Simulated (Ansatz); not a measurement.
**Au(100) slab, 5 layers: from the cell to its phonons**

How does Au(100) slab, 5 layers vibrate, and is this structure a minimum?

Calculated with Ansatz 0.2.0; DFT LDA, scalar-relativistic, plane waves, PAW; PAW set soft_1.

Most raw output is cut from this account.

### Step 1. Starting point

The cell holds 5 atoms: 5 Au. Cell: a = 2.885 Å, b = 2.885 Å, c = 21.160 Å, α = 90.0°, β = 90.0°, γ = 90.0°. It derives from Au. Vacuum lies along c.

### Step 2. Relaxation

Harmonic phonons are second derivatives at a point where the forces vanish, and they are wanted at zero stress, so atoms and cell are relaxed first.

The program solves this slab on a cell height of its own, 40.1 Å, in place of the one typed.

input.yaml reads:

```yaml
crystal:
  lattice:
    - [2.04, 2.04, 0.0]
    - [-2.04, 2.04, 0.0]
    - [0.0, 0.0, 21.16]
  atoms:
    - { symbol: Au, position: [0.0, 0.0, 0.307183] }
    - { symbol: Au, position: [0.5, 0.5, 0.403592] }
    - { symbol: Au, position: [0.0, 0.0, 0.5] }
    - { symbol: Au, position: [0.5, 0.5, 0.596408] }
    - { symbol: Au, position: [0.0, 0.0, 0.692817] }
  periodic: [true, true, false]
kpoints:
  mp_grid: { grid: [12, 12, 1] }
hamiltonian:
  xc: lda
  pseudopotentials: { kind: paw, azcp: { folder: soft_1 }, xc_functional: pbe }
scf:
  occupations: { method: gaussian, width: 0.1 }
output:
  forces: true
  stress: true
  eigenvalues: true
  write_density: true
  write_potential: true
  elf: true
  volumetric_format: npy
relax:
  adjacent_minimum: "off"
  f_tol: 0.005
  max_steps: 80
  cell: { stress_2d_tol: 0.02 }
```

On the command line:

```
> ansatz run input.yaml --threads 4 --pin off --max-ram 16384MiB --backend cpu --events-out ev --progress --plain --runs-dir out
```

The job ended after 88 s (4 threads of Arm Neoverse V1, shared host; peak memory 0.86 GiB).

Relaxation path:

```
step  energy less that of the first step (eV)  largest force component (eV/Å)  volume (Å³)
   1                                   0.0000                          0.3768       333.93
   2                                   0.1036                          1.2101       302.15
   3                                  -0.1800                          0.0496       318.14
   4                                  -0.2277                          0.2357       304.50
   5                                  -0.2422                          0.0227       304.26
   6                                  -0.2424                          0.0037       304.08
   7                                  -0.2424                          0.0005       303.98
  8*                                  -0.2402                          0.0007       303.98
```

Relaxation steps marked * repeat the geometry before them on a plane-wave basis chosen anew for their cell, so energy and pressure can jump there. Relaxation step 2 was tried and not accepted.

Forces are held to the 16 operations that the run works with; a distortion that breaks them can't arise in this run.

```
cell as run  before  after  change
      a (Å)   2.885  2.753  -4.6 %
      b (Å)   2.885  2.753  -4.6 %
```

The atoms that moved most (Å, along periodic axes as changes of fractional coordinates times the final cell, across vacuum about the mean position):

```
atom     dx     dy      dz  length
 Au5  0.000  0.000   0.198   0.198
 Au1  0.000  0.000  -0.198   0.198
 Au2  0.000  0.000  -0.116   0.116
 Au4  0.000  0.000   0.116   0.116
```

Numbers from this step:

```yaml
gap_on_the_k_mesh: 0 eV
area_per_atom: 1.515 Å²
```

ELF in the ac plane at fractional y = 0.000, with atoms of Au within 0.2 Å of it. It is the smooth field of the valence electrons, not physical close to the nuclei.

Values, 24 rows by 14 columns, each cell a mean:
```
0.00 0.00 0.00 0.00 0.00 0.00 0.00 0.00 0.00 0.00 0.00 0.00 0.00 0.00
0.00 0.00 0.00 0.00 0.00 0.00 0.00 0.00 0.00 0.00 0.00 0.00 0.00 0.00
0.00 0.00 0.00 0.00 0.00 0.00 0.00 0.00 0.00 0.00 0.00 0.00 0.00 0.00
0.00 0.00 0.00 0.00 0.00 0.00 0.00 0.00 0.00 0.00 0.00 0.00 0.00 0.00
0.00 0.00 0.00 0.00 0.00 0.00 0.00 0.00 0.00 0.00 0.00 0.00 0.00 0.00
0.00 0.00 0.00 0.00 0.00 0.00 0.00 0.00 0.00 0.00 0.00 0.00 0.00 0.00
0.00 0.00 0.00 0.00 0.00 0.00 0.00 0.00 0.00 0.00 0.00 0.00 0.00 0.00
0.00 0.00 0.00 0.00 0.00 0.00 0.00 0.00 0.00 0.00 0.00 0.00 0.00 0.00
0.00 0.00 0.00 0.00 0.00 0.00 0.00 0.00 0.00 0.00 0.00 0.00 0.00 0.00
0.00 0.00 0.00 0.00 0.00 0.00 0.00 0.00 0.00 0.00 0.00 0.00 0.00 0.00
0.00 0.00 0.00 0.00 0.00 0.00 0.00 0.00 0.00 0.00 0.00 0.00 0.00 0.00
0.00 0.00 0.00 0.00 0.00 0.00 0.00 0.00 0.00 0.00 0.00 0.00 0.00 0.00
0.00 0.00 0.00 0.00 0.00 0.00 0.00 0.00 0.00 0.00 0.00 0.00 0.00 0.00
0.05 0.05 0.05 0.04 0.04 0.03 0.02 0.02 0.02 0.03 0.04 0.04 0.05 0.05
0.44 0.43 0.39 0.34 0.30 0.25 0.21 0.20 0.21 0.25 0.30 0.34 0.39 0.43
0.49 0.46 0.41 0.35 0.30 0.25 0.21 0.21 0.21 0.25 0.30 0.35 0.41 0.46
0.15 0.15 0.16 0.18 0.19 0.21 0.21 0.22 0.21 0.21 0.19 0.18 0.16 0.15
0.62 0.59 0.51 0.44 0.37 0.29 0.23 0.22 0.23 0.29 0.37 0.44 0.51 0.59
0.22 0.22 0.22 0.21 0.21 0.21 0.21 0.21 0.21 0.21 0.21 0.21 0.22 0.22
0.33 0.32 0.31 0.28 0.25 0.22 0.21 0.20 0.21 0.22 0.25 0.28 0.31 0.32
0.57 0.54 0.47 0.41 0.35 0.29 0.24 0.23 0.24 0.29 0.35 0.41 0.47 0.54
0.10 0.10 0.09 0.08 0.07 0.06 0.05 0.05 0.05 0.06 0.07 0.08 0.09 0.10
0.00 0.00 0.00 0.00 0.00 0.00 0.00 0.00 0.00 0.00 0.00 0.00 0.00 0.00
0.00 0.00 0.00 0.00 0.00 0.00 0.00 0.00 0.00 0.00 0.00 0.00 0.00 0.00
```
Columns run along a (2.8 Å), rows up along c (40.1 Å). Atoms in or near the plane, at fractional coordinates: Au at (0.00, 0.16), Au at (0.00, 0.26), Au at (0.00, 0.37).

Valence density in the ac plane at fractional y = 0.000, with atoms of Au within 0.2 Å of it. It is the smooth field of the valence electrons, not physical close to the nuclei.

Ten steps, logarithmic in the rise over the least value, from '0' (0.00 × 1e0 e/Å³) to '9' (8.95 × 1e0 e/Å³), each cell a mean:
```
00000000000000
00000000000000
00000000000000
00000000000000
00000000000000
00000000000000
00000000000000
00000000000000
00000000000000
00000000000000
00000000000000
00000000000000
00000000000000
00000000000000
88764322234678
98865332335688
22222233322222
99976433346799
44333222223334
77654322234567
99875332335789
00000000000000
00000000000000
00000000000000
```
Columns run along a (2.8 Å), rows up along c (40.1 Å). Atoms in or near the plane, at fractional coordinates: Au at (0.00, 0.16), Au at (0.00, 0.26), Au at (0.00, 0.37).

Electrostatic potential energy in the ac plane at fractional y = 0.000, with atoms of Au within 0.2 Å of it. With pseudopotentials it is smooth inside the atoms' cores, unlike the true potential.

Ten even steps from '_' (-46 eV) to '@' (0 eV), each cell a mean:
```
@@@@@@@@@@@@@@@@@@@@@@@@@@@@
@@@@@@@@@@@@@@@@@@@@@@@@@@@@
@@@@@@@@@@@@@@@@@@@@@@@@@@@@
@@@@@@@@@@@@@@@@@@@@@@@@@@@@
@@@@@@@@@@@@@@@@@@@@@@@@@@@@
@@@@@@@@@@@@@@@@@@@@@@@@@@@@
@@@@@@@@@@@@@@@@@@@@@@@@@@@@
@@@@@@@@@@@@@@@@@@@@@@@@@@@@
@@@@@@@@@@@@@@@@@@@@@@@@@@@@
@@@@@@@@@@@@@@@@@@@@@@@@@@@@
@@@@@@@@@@@@@@@@@@@@@@@@@@@@
@@@@@@@@@@@@@@@@@@@@@@@@@@@@
@@@@@@@@@@@@@@@@@@@@@@@@@@@@
@@@@@@@@@@@@@@@@@@@@@@@@@@@@
======++##%%@@@@@@%%##++====
------==**##%%%%%%##**==----
@@@@@@@@@@%%%%%%%%%%@@@@@@@@
______..==##%%%%%%##==..____
####%%%%%%%%%%%%%%%%%%%%%%##
++++****##%%%%%%%%%%##****++
::::::--++##%%@@%%##++--::::
@@@@@@@@@@@@@@@@@@@@@@@@@@@@
@@@@@@@@@@@@@@@@@@@@@@@@@@@@
@@@@@@@@@@@@@@@@@@@@@@@@@@@@
```
Columns run along a (2.8 Å; values clipped at the 3rd and 97th percentile), rows up along c (40.1 Å). Atoms in or near the plane, at fractional coordinates: Au at (0.00, 0.16), Au at (0.00, 0.26), Au at (0.00, 0.37).

### Step 3. Relaxing to small forces for the phonons

Phonons need a cell at rest on their own settings, so the relaxation is repeated with tight tolerances on forces and stress on the k mesh and occupations of the first response run.

input.yaml, the sections that differ from step 2:

```yaml
crystal:
  lattice:
    - [1.9463632691, 1.9463632691, 0.0]
    - [-1.9463632691, 1.9463632691, 0.0]
    - [0.0, 0.0, 40.12003088]
  atoms:
    - { symbol: Au, position: [0.0, 0.0, 0.15707012] }
    - { symbol: Au, position: [0.5, 0.5, 0.2099639171] }
    - { symbol: Au, position: [0.0, 0.0, 0.2637086704] }
    - { symbol: Au, position: [0.5, 0.5, 0.3174534237] }
    - { symbol: Au, position: [0.0, 0.0, 0.3703472208] }
  periodic: [true, true, false]
scf:
  occupations: { method: methfessel_paxton, width: 0.2 }
relax:
  adjacent_minimum: "off"
  f_tol: 0.001
  max_steps: 60
  cell: { stress_2d_tol: 0.002 }
# kpoints, hamiltonian, output: as in step 2
```

Run time: 52 s. Hardware: 4 threads; peak memory 0.85 GiB.

Little changed from the start: no atom moved by 0.005 Å and no cell edge by 0.1 %.

Numbers from this step:

```
area per atom : 1.514 Å²
```

ELF in the ac plane at fractional y = 0.000, with atoms of Au within 0.2 Å of it. It is the smooth field of the valence electrons, not physical close to the nuclei.

Values, 24 rows by 14 columns, each cell a mean:
```
0.00 0.00 0.00 0.00 0.00 0.00 0.00 0.00 0.00 0.00 0.00 0.00 0.00 0.00
0.00 0.00 0.00 0.00 0.00 0.00 0.00 0.00 0.00 0.00 0.00 0.00 0.00 0.00
0.00 0.00 0.00 0.00 0.00 0.00 0.00 0.00 0.00 0.00 0.00 0.00 0.00 0.00
0.00 0.00 0.00 0.00 0.00 0.00 0.00 0.00 0.00 0.00 0.00 0.00 0.00 0.00
0.00 0.00 0.00 0.00 0.00 0.00 0.00 0.00 0.00 0.00 0.00 0.00 0.00 0.00
0.00 0.00 0.00 0.00 0.00 0.00 0.00 0.00 0.00 0.00 0.00 0.00 0.00 0.00
0.00 0.00 0.00 0.00 0.00 0.00 0.00 0.00 0.00 0.00 0.00 0.00 0.00 0.00
0.00 0.00 0.00 0.00 0.00 0.00 0.00 0.00 0.00 0.00 0.00 0.00 0.00 0.00
0.00 0.00 0.00 0.00 0.00 0.00 0.00 0.00 0.00 0.00 0.00 0.00 0.00 0.00
0.00 0.00 0.00 0.00 0.00 0.00 0.00 0.00 0.00 0.00 0.00 0.00 0.00 0.00
0.00 0.00 0.00 0.00 0.00 0.00 0.00 0.00 0.00 0.00 0.00 0.00 0.00 0.00
0.00 0.00 0.00 0.00 0.00 0.00 0.00 0.00 0.00 0.00 0.00 0.00 0.00 0.00
0.00 0.00 0.00 0.00 0.00 0.00 0.00 0.00 0.00 0.00 0.00 0.00 0.00 0.00
0.05 0.05 0.05 0.04 0.04 0.03 0.03 0.02 0.03 0.03 0.04 0.04 0.05 0.05
0.44 0.43 0.39 0.35 0.30 0.25 0.21 0.20 0.21 0.25 0.30 0.35 0.39 0.43
0.49 0.46 0.41 0.35 0.30 0.25 0.21 0.21 0.21 0.25 0.30 0.35 0.41 0.46
0.15 0.15 0.16 0.18 0.19 0.21 0.21 0.22 0.21 0.21 0.19 0.18 0.16 0.15
0.62 0.59 0.51 0.44 0.37 0.29 0.23 0.22 0.23 0.29 0.37 0.44 0.51 0.59
0.22 0.22 0.22 0.21 0.21 0.21 0.21 0.21 0.21 0.21 0.21 0.21 0.22 0.22
0.33 0.32 0.30 0.28 0.25 0.22 0.21 0.20 0.21 0.22 0.25 0.28 0.30 0.32
0.57 0.54 0.47 0.41 0.36 0.29 0.24 0.23 0.24 0.29 0.36 0.41 0.47 0.54
0.10 0.10 0.09 0.08 0.07 0.06 0.05 0.05 0.05 0.06 0.07 0.08 0.09 0.10
0.00 0.00 0.00 0.00 0.00 0.00 0.00 0.00 0.00 0.00 0.00 0.00 0.00 0.00
0.00 0.00 0.00 0.00 0.00 0.00 0.00 0.00 0.00 0.00 0.00 0.00 0.00 0.00
```
Columns run along a (2.8 Å), rows up along c (40.1 Å). Atoms in or near the plane, at fractional coordinates: Au at (0.00, 0.16), Au at (0.00, 0.26), Au at (0.00, 0.37).

Electrostatic potential energy in the ac plane at fractional y = 0.000, with atoms of Au within 0.2 Å of it. With pseudopotentials it is smooth inside the atoms' cores, unlike the true potential.

Ten even steps from '0' (-46 eV) to '9' (0 eV), each cell a mean:
```
99999999999999
99999999999999
99999999999999
99999999999999
99999999999999
99999999999999
99999999999999
99999999999999
99999999999999
99999999999999
99999999999999
99999999999999
99999999999999
99999999999999
44457899987544
33346788876433
99999888889999
00014788874100
77888888888887
55667888887665
22235789875322
99999999999999
99999999999999
99999999999999
```
Columns run along a (2.8 Å; values clipped at the 3rd and 97th percentile), rows up along c (40.1 Å). Atoms in or near the plane, at fractional coordinates: Au at (0.00, 0.16), Au at (0.00, 0.26), Au at (0.00, 0.37).

Valence density in the ac plane at fractional y = 0.000, with atoms of Au within 0.2 Å of it. It is the smooth field of the valence electrons, not physical close to the nuclei.

Values in units of 1e0 e/Å³, 24 rows by 14 columns, each cell a mean:
```
0.0 0.0 0.0 0.0 0.0 0.0 0.0 0.0 0.0 0.0 0.0 0.0 0.0 0.0
0.0 0.0 0.0 0.0 0.0 0.0 0.0 0.0 0.0 0.0 0.0 0.0 0.0 0.0
0.0 0.0 0.0 0.0 0.0 0.0 0.0 0.0 0.0 0.0 0.0 0.0 0.0 0.0
0.0 0.0 0.0 0.0 0.0 0.0 0.0 0.0 0.0 0.0 0.0 0.0 0.0 0.0
0.0 0.0 0.0 0.0 0.0 0.0 0.0 0.0 0.0 0.0 0.0 0.0 0.0 0.0
0.0 0.0 0.0 0.0 0.0 0.0 0.0 0.0 0.0 0.0 0.0 0.0 0.0 0.0
0.0 0.0 0.0 0.0 0.0 0.0 0.0 0.0 0.0 0.0 0.0 0.0 0.0 0.0
0.0 0.0 0.0 0.0 0.0 0.0 0.0 0.0 0.0 0.0 0.0 0.0 0.0 0.0
0.0 0.0 0.0 0.0 0.0 0.0 0.0 0.0 0.0 0.0 0.0 0.0 0.0 0.0
0.0 0.0 0.0 0.0 0.0 0.0 0.0 0.0 0.0 0.0 0.0 0.0 0.0 0.0
0.0 0.0 0.0 0.0 0.0 0.0 0.0 0.0 0.0 0.0 0.0 0.0 0.0 0.0
0.0 0.0 0.0 0.0 0.0 0.0 0.0 0.0 0.0 0.0 0.0 0.0 0.0 0.0
0.0 0.0 0.0 0.0 0.0 0.0 0.0 0.0 0.0 0.0 0.0 0.0 0.0 0.0
0.0 0.0 0.0 0.0 0.0 0.0 0.0 0.0 0.0 0.0 0.0 0.0 0.0 0.0
4.1 3.6 2.6 1.5 0.7 0.3 0.2 0.2 0.2 0.3 0.7 1.5 2.6 3.6
5.6 5.0 3.6 2.1 1.0 0.4 0.3 0.3 0.3 0.4 1.0 2.1 3.6 5.0
0.2 0.2 0.2 0.2 0.2 0.3 0.3 0.3 0.3 0.3 0.2 0.2 0.2 0.2
8.9 7.9 5.6 3.3 1.4 0.6 0.4 0.3 0.4 0.6 1.4 3.3 5.6 7.9
0.7 0.6 0.5 0.3 0.3 0.3 0.3 0.3 0.3 0.3 0.3 0.3 0.5 0.6
2.4 2.2 1.6 1.0 0.5 0.3 0.3 0.3 0.3 0.3 0.5 1.0 1.6 2.2
7.3 6.4 4.6 2.6 1.2 0.5 0.3 0.2 0.3 0.5 1.2 2.6 4.6 6.4
0.0 0.0 0.0 0.0 0.0 0.0 0.0 0.0 0.0 0.0 0.0 0.0 0.0 0.0
0.0 0.0 0.0 0.0 0.0 0.0 0.0 0.0 0.0 0.0 0.0 0.0 0.0 0.0
0.0 0.0 0.0 0.0 0.0 0.0 0.0 0.0 0.0 0.0 0.0 0.0 0.0 0.0
```
Columns run along a (2.8 Å), rows up along c (40.1 Å). Atoms in or near the plane, at fractional coordinates: Au at (0.00, 0.16), Au at (0.00, 0.26), Au at (0.00, 0.37).

The largest force component left is 0.13 meV/Å, within the tolerances set.

### Step 4. Linear response at the zone centre

The zone centre comes first: it holds the modes that light can see, as far as symmetry allows. No field response is asked, since the mesh shows no gap.

input.yaml, the sections that differ from step 3:

```yaml
crystal:
  lattice:
    - [1.9457627073, 1.9457627073, 0.0]
    - [-1.9457627073, 1.9457627073, 0.0]
    - [0.0, 0.0, 40.12003088]
  atoms:
    - { symbol: Au, position: [0.0, 0.0, 0.1569837745] }
    - { symbol: Au, position: [0.5, 0.5, 0.2099331493] }
    - { symbol: Au, position: [0.0, 0.0, 0.2637086704] }
    - { symbol: Au, position: [0.5, 0.5, 0.3174841915] }
    - { symbol: Au, position: [0.0, 0.0, 0.3704335663] }
  periodic: [true, true, false]
output:
  eigenvalues: true
phonons:
  method: dfpt
# kpoints, hamiltonian, scf: as in step 3
# relax: removed
```

Run time: 4.8 min. Hardware: 4 threads; peak memory 2.1 GiB.

This step gave:

| Property | Result |
| --- | --- |
| sum-rule residual before enforcement | 2.59e-4 eV/Å² |
| point group | 4/mmm |
| highest optical mode at the zone centre (no LO-TO term) | 144.5 cm⁻¹ |
| lowest optical zone-centre mode | 15.32 cm⁻¹ |

Patterns of degenerate modes are one choice out of their space. Modes at Γ:

```
mode  frequency (cm⁻¹)  symmetry
   1               0.0  acoustic
   2               0.0  acoustic
   3               0.0  acoustic
   4              15.3        Eg
   5              15.3        Eg
   6              36.5        Eu
   7              36.5        Eu
   8              52.3       A1g
   9              57.6        Eg
  10              57.6        Eg
  11              66.8        Eu
  12              66.8        Eu
  13              96.6       A2u
  14             125.7       A1g
  15             144.5       A2u
```

Displacements in mode 5 (15.3 cm⁻¹), the largest set to 1:
```
Au1 -1.00  0.87  0.00
Au2 -0.70  0.61  0.00
Au3  0.00  0.00  0.00
Au4  0.70 -0.61  0.00
Au5  1.00 -0.87  0.00
```

Displacements in mode 9 (57.6 cm⁻¹), the largest set to 1:
```
Au1  0.70 -0.06  0.00
Au2 -1.00  0.09  0.00
Au3  0.00  0.00  0.00
Au4  1.00 -0.09  0.00
Au5 -0.70  0.06  0.00
```

Before it was imposed, the acoustic sum rule was missed by 2.6e-4 eV/Å². Small misses are needed for a sound result but don't prove that mesh and cutoff are converged. The lowest optical mode is real, 15.3 cm⁻¹.

(Continued in part 2 of 2.)

[Logs are printed without paths, hosts, clocks, repeated set-up lines and the standing remarks that a program may print on its own settings, such as how far it seeks lower states.]

[Hosts, paths, dates, database ids (printed as entryN), source tags and the programs' standing remarks are cut or masked in the printed files.]
